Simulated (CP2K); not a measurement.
Two runs for the C K edge of 2-mercaptopyrimidine. Run A: CP2K XAS_TDP, all-electron GAPW, PBEh(45%), aug-cc-pVDZ, TDA, no relativity. Run B differs in one setting.

First lines with a strength over 0.0015. A:

```tsv
atom	energy (eV)	states	strength, one atom
C2 (bonded to 2 N and S)	282.96	1	0.0653
	286.14	1	0.0361
	288.39	1	0.0022
	288.55	1	0.0017
	289.57	1	0.0050
C4 (bonded to C, N and H)	281.50	1	0.0594
	285.72	1	0.0124
	286.77	1	0.0032
	287.37	1	0.0015
	287.41	1	0.0034
C5 (bonded to 2 C and H)	281.57	1	0.0482
	284.39	1	0.0119
	285.76	1	0.0036
	286.08	1	0.0055
	287.18	1	0.0070
```

B:

```tsv
atom	energy (eV)	states	strength, one atom
C2 (bonded to 2 N and S)	286.74	1	0.0747
	290.44	1	0.0475
	293.24	1	0.0043
	293.66	1	0.0032
	294.62	1	0.0071
C4 (bonded to C, N and H)	285.36	1	0.0692
	290.47	1	0.0218
	291.95	1	0.0037
	292.49	1	0.0039
	292.62	1	0.0040
C5 (bonded to 2 C and H)	285.69	1	0.0573
	289.07	1	0.0194
	290.81	1	0.0049
	291.05	1	0.0053
	292.15	1	0.0052
```

Question: Which was it: the basis, scalar relativity switched on, the functional, GW2X switched on?

The functional (functional from PBEh(45%) to PBEh(60%); the lines alone don't name the new value). A functional moves all lines by electronvolts and changes their spacings and strengths. Against PBEh(45%) in aug-cc-pVDZ, the leading lines move by +3.78 eV (C2, to 286.74), +3.86 eV (C4, to 285.36) and +4.12 eV (C5, to 285.69); the strength of C2's goes from 0.0653 to 0.0747. The next line of C2 over the strength cut lies 3.70 eV higher, against 3.18.

[Banner, clock and machine lines of the logs are left out without a mark of their own.]

[Logs are printed without paths, hosts, clocks, repeated set-up lines and the standing remarks that a program may print on its own settings, such as how far it seeks lower states.]

[Hosts, paths, dates, database ids (printed as entryN), source tags and the programs' standing remarks are cut or masked in the printed files.]
